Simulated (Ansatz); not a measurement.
## BP (F-43m):V_B-H2, thermodynamic levels from a 54-atom cell

Charge states of V_B-H2 in BP (F-43m), set against the band edges. Model: a cell of 54 host atoms with 1 B taken out and 2 H put in.

Calculated with Ansatz 0.2.0; place-levels on r2SCAN runs: charge-transition levels and formation energies with image-charge correction and potential alignment at the atomic sites; PAW set soft_1.

### Step 1. The starting structure

The cell holds 55 atoms: 26 B, 27 P and 2 H. Cell: a = 9.623 Å, b = 9.623 Å, c = 9.623 Å, α = 60.0°, β = 60.0°, γ = 60.0°. It derives from BP (space group F-43m). Nearest the centre at fractional (0.667, 0.333, 0.667): H55 at 0.46 Å, H54 at 0.46 Å, P22 at 1.96 Å, P24 at 1.96 Å, P40 at 1.96 Å, P28 at 1.96 Å, B35 at 3.21 Å, B29 at 3.21 Å.

As a file:

```xyz
55
Lattice="0.0000 6.8046 6.8046 6.8046 0.0000 6.8046 6.8046 6.8046 0.0000" Properties=species:S:1:pos:R:3 pbc="T T T"
B     0.0000    0.0000    0.0000
P     3.4023    3.4023    3.4023
B     2.2682    2.2682    0.0000
P     5.6705    5.6705    3.4023
B     4.5364    4.5364    0.0000
P     7.9386    7.9386    3.4023
B     2.2682    0.0000    2.2682
P     5.6705    3.4023    5.6705
B     4.5364    2.2682    2.2682
P     7.9386    5.6705    5.6705
B     6.8046    4.5364    2.2682
P    10.2068    7.9386    5.6705
B     4.5364    0.0000    4.5364
P     7.9386    3.4023    7.9386
B     6.8046    2.2682    4.5364
P    10.2068    5.6705    7.9386
B     9.0727    4.5364    4.5364
P    12.4750    7.9386    7.9386
B     0.0000    2.2682    2.2682
P     3.4023    5.6705    5.6705
B     2.2682    4.5364    2.2682
P     5.6705    7.9386    5.6705
B     4.5364    6.8046    2.2682
P     7.9386   10.2068    5.6705
B     2.2682    2.2682    4.5364
P     5.6705    5.6705    7.9386
B     4.5364    4.5364    4.5364
P     7.9386    7.9386    7.9386
B     6.8046    6.8046    4.5364
P    10.2068   10.2068    7.9386
B     4.5364    2.2682    6.8046
P     7.9386    5.6705   10.2068
B     6.8046    4.5364    6.8046
P    10.2068    7.9386   10.2068
B     9.0727    6.8046    6.8046
P    12.4750   10.2068   10.2068
B     0.0000    4.5364    4.5364
P     3.4023    7.9386    7.9386
B     2.2682    6.8046    4.5364
P     5.6705   10.2068    7.9386
B     4.5364    9.0727    4.5364
P     7.9386   12.4750    7.9386
B     2.2682    4.5364    6.8046
P     5.6705    7.9386   10.2068
B     4.5364    6.8046    6.8046
P     7.9386   10.2068   10.2068
P    10.2068   12.4750   10.2068
B     4.5364    4.5364    9.0727
P     7.9386    7.9386   12.4750
B     6.8046    6.8046    9.0727
P    10.2068   10.2068   12.4750
B     9.0727    9.0727    9.0727
P    12.4750   12.4750   12.4750
H     6.5373    8.8055    6.5373
H     7.0718    9.3400    6.5373
```

Known beforehand: the electronic dielectric constant, 9.31, and the static one, 9.42, computed on the host (DFPT, PBEsol, on the r2SCAN cell), and a cell off the functional's own equilibrium shifts the ionic part.

The cell's shortest repeat is 9.6 Å.

### Step 2. Charge states

A transition level is the Fermi level at which two charge states cost the same, so each charge needs its own total energy, at its own relaxed structure.

Each atom starts 0.05 Å or so off its site in a random direction: a symmetric start keeps its symmetry, and would miss off-centre moves and Jahn–Teller distortions. Forces are taken on a 2×2×2 shifted mesh. The cell holds 1 electron more than the neutral one, with a uniform background that keeps it neutral on the whole.

The sampling was tested on the host first: at the k-points planned (1x1x1 shifted 0.25 0.25 0.25) its energy lies 0.152 eV an atom from the dense-mesh value, so the final energies take a denser sampling.

One state's input; the others differ in charge, spin, start and seed, and in occupations where the table says so.

File qm1.relax/input.yaml:

```yaml
crystal:
  lattice:
    - [0.0, 2.26818541, 2.26818541]
    - [2.26818541, 0.0, 2.26818541]
    - [2.26818541, 2.26818541, 0.0]
  atoms:
    - { symbol: B, position: [0.0, 0.0, 0.0] }
    - { symbol: P, position: [0.75, 0.75, 0.75] }
  supercell: [3, 3, 3]
  defects:
    - { vacancy: 46 }
    - { interstitial: { symbol: H, position: [0.647028, 0.313695, 0.647028] } }
    - { interstitial: { symbol: H, position: [0.647028, 0.313695, 0.725582] } }
total_charge: -1
basis:
  ecutwfc: 500
  xc_grid: 2
hamiltonian:
  xc: r2scan
  pseudopotentials: { kind: paw, azcp: { folder: soft_1 } }
kpoints:
  mp_grid: { grid: [2, 2, 2], shift: [0.5, 0.5, 0.5] }
scf:
  occupations: { method: fixed }
  max_iter: 60
output:
  forces: true
  charged_corrections:
    epsilon: 9.31
    static_epsilon: 9.42
    defect_position: [0.666667, 0.333333, 0.666667]
relax:
  f_tol: 0.02
  max_steps: 80
  random_displacement: { amplitude: 0.05, seed: 1520 }
checkpoint:
  write: "../qm1.relax.run"
  compress: false
  write_wavefunctions: true
  write_every: 100000
```

Launch:

```sh
$ ansatz run input.yaml --threads 4 --pin off --max-ram 7536MiB --backend cpu --events-out ev --progress --plain --runs-dir out
```

The run of this state that the levels use, under r2SCAN:

File qm1.point/input.yaml:

```yaml
crystal:
  checkpoint: "../qm1.relax.run"
  host: checkpoint
total_charge: -1
basis:
  ecutwfc: 500
  xc_grid: 2
hamiltonian:
  xc: r2scan
  pseudopotentials: { kind: paw, azcp: { folder: soft_1 } }
kpoints:
  mp_grid: { grid: [2, 2, 2], shift: [0.5, 0.5, 0.5] }
scf:
  occupations: { method: fixed }
  max_iter: 60
output:
  forces: true
  eigenvalues: true
  charged_corrections:
    epsilon: 9.31
    static_epsilon: 9.42
    defect_position: [0.666667, 0.333333, 0.666667]
  eigenstates: { localisation: true }
  populations: true
  band_densities: [{ bands: [v1, v1] }, { bands: [c1, c1] }]
  write_density: true
  write_potential: true
  volumetric_format: npy
checkpoint:
  read: "../qm1.relax.run"
  write: "../qm1.point.run"
  compress: false
  write_wavefunctions: false
  write_every: 100000
```

Relaxations under r2SCAN at a 2×2×2 shifted mesh; times on 4 threads of Arm Neoverse V1, shared host:

```tsv
charge	moment (μB)	occupations	outcome	steps	largest displacement against the far atoms (Å)	time
−1	0	fixed	converged	13	0.78	4.6 min
−1	2	fixed	converged	7	0.37	7.5 min
0	1	fixed	converged	13	0.39	12 min
+1	0	fixed	converged	10	0.37	3.7 min
+1	2	fixed	converged	7	0.37	7 min
```

Single points under r2SCAN at a 2×2×2 shifted mesh; times on 4 threads of Arm Neoverse V1, shared host:

```tsv
charge	moment (μB)	occupations	outcome	time
−1	0	fixed	converged	28 s
−1	2	fixed	converged	66 s
0	1	fixed	converged	59 s
+1	0	fixed	converged	25 s
+1	2	fixed	converged	63 s
```

Distances (Å) from the ideal centre to the nearest atoms after relaxation with r2SCAN:

```tsv
charge	moment (μB)	1.	2.	3.	4.	5.	6.
−1	0	H 0.81	H 0.85	P 1.96	P 1.98	P 2.02	P 2.07
−1	2	H 0.78	H 0.78	P 2.02	P 2.03	P 2.13	P 2.15
0	1	H 0.79	H 0.79	P 2.02	P 2.03	P 2.12	P 2.13
+1	0	H 0.78	H 0.79	P 2.09	P 2.11	P 2.13	P 2.13
+1	2	H 0.77	H 0.79	P 2.12	P 2.13	P 2.13	P 2.14
```

### Step 3. place-levels, r2SCAN

A charged cell interacts with its images and the background, and its potential has another zero than the host's. place-levels removes the first by a point-charge model, screened by the static dielectric constant since the ions have relaxed around the charge, and the second by comparing potentials at atoms far from the defect.

The host is a run of the defect-free crystal in the same cutoffs, grids and k-points, so that basis and sampling errors cancel in part in the differences. The host is run in a cell of 2 atoms on a matching mesh. Its band edges are searched through the zone by a band path, so the gap is smaller than, or equal to, that on the mesh. Chemical potentials are energies per atom of B (alpha-rhombohedral (B12)) and H (H2 molecule), run with the same functional and cutoff.

File levels.point.yaml:

```yaml
host:
  run: host.point.run
states: [qm1.point.run, qm1_M2.point.run, q0_M1.point.run, qp1.point.run, qp1_M2.point.run]
geometry_from:
  qm1.point.run: qm1.relax.run
  qm1_M2.point.run: qm1_M2.relax.run
  q0_M1.point.run: q0_M1.relax.run
  qp1.point.run: qp1.relax.run
  qp1_M2.point.run: qp1_M2.relax.run
  host.point.run: host.relax.run
chemical_potentials:
  B:
    energy: -156.554104
    dataset: <sha256 of the dataset>
  H:
    energy: -15.945394
    dataset: "<sha256 of the dataset>"
epsilon: 9.31
static_epsilon: 9.42
vertical:
  - { from: qm1.point.run, to: qm1.point_neutral.run }
  - { from: qm1_M2.point.run, to: qm1_M2.point_neutral.run }
  - { from: qp1.point.run, to: qp1.point_neutral.run }
  - { from: qp1_M2.point.run, to: qp1_M2.point_neutral.run }
```

Launch:

```sh
$ ansatz place-levels levels.point.yaml -- --threads 4 --pin off --max-ram 7536MiB
```

Numbers of over 12 decimals in the logs are rounded to 6 here.

Output:

```text
[... repeated set-up lines and file paths are left out, and long positions are rounded to six places ...]
(+1/0) 0.052 eV above the valence edge, 1.356 eV under the conduction edge
(0/-1) 0.629 eV above the valence edge, 0.778 eV under the conduction edge
formation energy of charge +1: +3.465 eV with the Fermi level at the valence edge
formation energy of charge 0: +3.517 eV with the Fermi level at the valence edge
formation energy of charge -1: +4.145 eV with the Fermi level at the valence edge
vertical -1 to 0: no energy, since no alignment is typed
  the change from vertical[0].from (qm1.point.run) to vertical[0].to (qm1.point_neutral.run): by its potential at epsilon 9.31 it stands at 0.609 0.355 0.608, with an rms radius of about 2.3 Å (1.0 1.9 1.0 Å across the planes of the cell's vectors); [...]
vertical -1 to 0: no energy, since no alignment is typed
  the change from vertical[1].from (qm1_M2.point.run) to vertical[1].to (qm1_M2.point_neutral.run): by its potential at epsilon 9.31 it stands at 0.548 0.214 0.979, with an rms radius of about 5.3 Å (2.9 2.9 3.4 Å across the planes of the cell's vectors); [...]
vertical +1 to 0: no energy, since no alignment is typed
  the change from vertical[2].from (qp1.point.run) to vertical[2].to (qp1.point_neutral.run): by its potential at epsilon 9.31 it stands at 0.662 0.328 0.591, with an rms radius of about 3.2 Å (2.1 2.1 1.1 Å across the planes of the cell's vectors); [...]
vertical +1 to 0: no energy, since no alignment is typed
  the change from vertical[3].from (qp1_M2.point.run) to vertical[3].to (qp1_M2.point_neutral.run): by its potential at epsilon 9.31 it stands at 0.659 0.326 0.599, with an rms radius of about 2.4 Å (1.6 1.6 0.8 Å across the planes of the cell's vectors); [...]
  edges by r2scan, gap 1.407 eV; the host is sampled to repeats of 19.25 Å
  the defect's cells are sampled to repeats of 19.25 Å, like sampling
  charge +1: -24631.6915 eV with its correction of +0.033 eV, at epsilon 9.42, aligned at sites: -0.2249 eV, mean over 19 atomic sites at or beyond 4.81 Å from the defect at [0.6667, 0.3333, 0.6667], with +0.000000 for the charge's moments and without [...]
  charge 0: +0.000 eV for its dipole among its images, +0.000 omitted
  charge -1: -24612.5523 eV with its correction of +0.333 eV, at epsilon 9.42, aligned at sites: -0.0759 eV, mean over 19 atomic sites at or beyond 4.81 Å from the defect at [0.6667, 0.3333, 0.6667], with +0.000000 for the charge's moments and without [...]
  charge +1: states[4] (qp1_M2.point.run) stands 0.333 eV higher, with a moment of 2.00 μB against 0.00
  charge -1: states[1] (qm1_M2.point.run) stands 1.250 eV higher, with a moment of 2.00 μB against 0.00
  of states[3] (qp1.point.run): it parts from the run at its places by a charge that spreads by about 2.1 Å along one vector (1.4 Å or more is wide), by its potential at epsilon 9.31, taken for that of held ions (one typed too small widens it), where the cell [...]
  of states[2] (q0_M1.point.run): stability_check_not_made
  of states[0] (qm1.point.run): it parts from the run at its places by a charge that spreads by about 1.9 Å along one vector (1.4 Å or more is wide), by its potential at epsilon 9.31, taken for that of held ions (one typed too small widens it), where the cell [...]
  of states[4] (qp1_M2.point.run): it parts from the run at its places by a charge that spreads by about 1.6 Å along one vector (1.4 Å or more is wide), by its potential at epsilon 9.31, taken for that of held ions (one typed too small widens it), where the [...]
  of states[1] (qm1_M2.point.run): it parts from the run at its places by a charge that spreads by about 3.4 Å along one vector (1.4 Å or more is wide), by its potential at epsilon 9.31, taken for that of held ions (one typed too small widens it), where the [...]
  of vertical[0].from (qm1.point.run): it parts from the run at its places by a charge that spreads by about 1.9 Å along one vector (1.4 Å or more is wide), by its potential at epsilon 9.31, taken for that of held ions (one typed too small widens it), where [...]
  of vertical[0].to (qm1.point_neutral.run): stability_check_not_made
  of vertical[1].from (qm1_M2.point.run): its moments are held at its close (magnetization.spin_locking), by a field of 0.673 eV a Bohr magneton, and its energy and levels are of the state that this holds: a run that lets them go can end lower; [...]
  of vertical[1].to (qm1_M2.point_neutral.run): stability_check_not_made
  of vertical[2].from (qp1.point.run): it parts from the run at its places by a charge that spreads by about 2.1 Å along one vector (1.4 Å or more is wide), by its potential at epsilon 9.31, taken for that of held ions (one typed too small widens it), where [...]
  of vertical[2].to (qp1.point_neutral.run): stability_check_not_made
  of vertical[3].from (qp1_M2.point.run): its moments are held at its close (magnetization.spin_locking), by a field of 0.089 eV a Bohr magneton, and its energy and levels are of the state that this holds: a run that lets them go can end lower; [...]
  of vertical[3].to (qp1_M2.point_neutral.run): stability_check_not_made
```

It took 0.57 s on 4 threads of Arm Neoverse V1, shared host.

Levels between the charges placed, in eV above the valence top:

```tsv
	gap (eV)	(+1/0)	(0/−1)
r2SCAN	1.41	0.05	0.63
```

Corrections by state:

```tsv
charge	moment (μB)	image terms and alignment (eV)	band filling (eV)	ε used	over the lowest of its charge, as the program ranks them, band filling apart (eV)
+1	0.0	0.033	-	9.42	0.000
0	1.0	0.000	-	-	0.000
−1	0.0	0.333	-	9.42	0.000
+1	2.0	0.060	-	9.42	0.333
−1	2.0	0.313	-	9.42	1.250
```

The charged structures listed were also run neutral, and place-levels reads from each pair, by the potential or the spins, how wide the charge is by which they differ; that can be the carrier of either run.

```tsv
charge	rms radius (Å)	spread where it is widest against the cell (Å)	wide from (Å)	reading
+1	3.2	2.09	1.36	wide
−1	2.3	1.86	1.36	wide
```

The neutral runs of these pairs need not share the spin of the lowest neutral state, and very wide values only mean spread over the cell.

From the program's caveats on the states, each cut to its opening words:

- charge +1: it parts from the run at its places by a charge that spreads by about 2.1 Å along one vector (1.4 Å or more is wide), by its potential at epsilon 9.31, taken [...]
- charge +1: its alignment with the host at atomic sites is doubtful: the mean over the far sites moves by -0.1054 eV from their farther parts to their nearer, more than [...]
- charge 0 (1 μB), +1 (2 μB), −1 (2 μB): flagged: stability check not made
- charge −1: it parts from the run at its places by a charge that spreads by about 1.9 Å along one vector (1.4 Å or more is wide), by its potential at epsilon 9.31, taken [...]
- charge −1: its alignment with the host at atomic sites is doubtful: the mean over the far sites moves by +0.1287 eV from their farther parts to their nearer, more than [...]
- charge +1 (2 μB): it parts from the run at its places by a charge that spreads by about 1.6 Å along one vector (1.4 Å or more is wide), by its potential at epsilon 9.31, taken [...]
- charge +1 (2 μB): its alignment with the host at atomic sites is doubtful: the mean over the far sites moves by -0.1037 eV from their farther parts to their nearer, more than [...]
- charge +1 (2 μB): its moments are held at its close (magnetization.spin_locking), by a field of 0.089 eV a Bohr magneton, and its energy and levels are of the state that this [...]
- charge −1 (2 μB): it parts from the run at its places by a charge that spreads by about 3.4 Å along one vector (1.4 Å or more is wide), by its potential at epsilon 9.31, taken [...]
- charge −1 (2 μB): its moments are held at its close (magnetization.spin_locking), by a field of 0.673 eV a Bohr magneton, and its energy and levels are of the state that this [...]

The host's formation energy from the elements is -0.484 eV per atom; it sets how far the chemical potentials can move.

Limit set by the element alone; other compounds of these elements are not counted. Chemical potentials from the elements' reference states: B 0.00 eV, P -0.97 eV, H 0.00 eV. Formation energy by charge state (B-rich; gap 1.41 eV):

```tsv
charge	at valence top (eV)	at conduction bottom (eV)	correction included (eV)
+1	3.47	4.87	0.03
0	3.52	3.52	0.00
−1	4.15	2.74	0.33
```

```
Fermi level (eV)  lowest formation energy (eV)
            0.00                          3.47
            0.13                          3.52
            0.26                          3.52
            0.38                          3.52
            0.51                          3.52
            0.64                          3.51
            0.77                          3.38
            0.90                          3.25
            1.02                          3.12
            1.15                          2.99
            1.28                          2.87
            1.41                          2.74
```

Limit set by the element alone; other compounds of these elements are not counted. Chemical potentials from the elements' reference states: P 0.00 eV, B -0.97 eV, H 0.00 eV. Formation energy by charge state (P-rich; gap 1.41 eV):

```tsv
charge	at valence top (eV)	at conduction bottom (eV)	correction included (eV)
+1	2.50	3.90	0.03
0	2.55	2.55	0.00
−1	3.18	1.77	0.33
```

(Fermi level (eV), lowest formation energy (eV)): (0.00, 2.50), (0.13, 2.55), (0.26, 2.55), (0.38, 2.55), (0.51, 2.55), (0.64, 2.54), (0.77, 2.41), (0.90, 2.28), (1.02, 2.15), (1.15, 2.03), (1.28, 1.90), (1.41, 1.77)

### Step 4. Outcome

| Quantity | Value |
| --- | --- |
| gap of the host | 1.41 eV (r2SCAN) |
| level (plus 1/0) | 0.05 eV above the valence top |
| level (0/minus 1) | 0.63 eV above the valence top |
| lowest of the charges placed, just above the valence top (0.02 eV) | +1 |
| lowest of the charges placed, just below the conduction bottom (0.02 eV) | −1 |
| lowest formation energy at mid-gap of the charges run, B-rich | 3.44 eV |
| lowest formation energy at mid-gap of the charges run, P-rich | 2.47 eV |

**Reading.** Of the charges placed (−1, 0 and +1), the lowest changes at 0.05 eV (+1/0) and 0.63 eV (0/−1) above the valence top, in a gap of 1.41 eV. (+1/0) lies 0.05 eV from a band edge, less than the doubt on such levels. Charges above +1 and below −1 were not placed, so these runs say nothing of levels that involve them. States placed: +1 at 0 μB and 2 μB; 0 at 1 μB; −1 at 0 μB and 2 μB. Other spin states or structures, where not listed, weren't placed. H is taken at its element; compounds, which aren't counted here, bound the chemical potentials and would shift these formation energies. The program doubts the alignment of potentials for at least one state, a sign that the cell is small. What this leaves open: r2SCAN makes the gap too small and tends to spread out bound carriers.

[Logs are printed without paths, hosts, clocks, repeated set-up lines and the standing remarks that a program may print on its own settings, such as how far it seeks lower states.]

[Hosts, paths, dates, database ids (printed as entryN), source tags and the programs' standing remarks are cut or masked in the printed files.]

[Where a table of states has a column of steps, it counts the stored structures, which are thinned; the runs took as many ionic steps or more.]

[A defect's name tells the site on which it was built; relaxed atoms can leave that site.]

[For some hosts the program warned that the k-mesh of the response run may be too coarse for force constants and the static dielectric constant; such warnings are not shown here.]
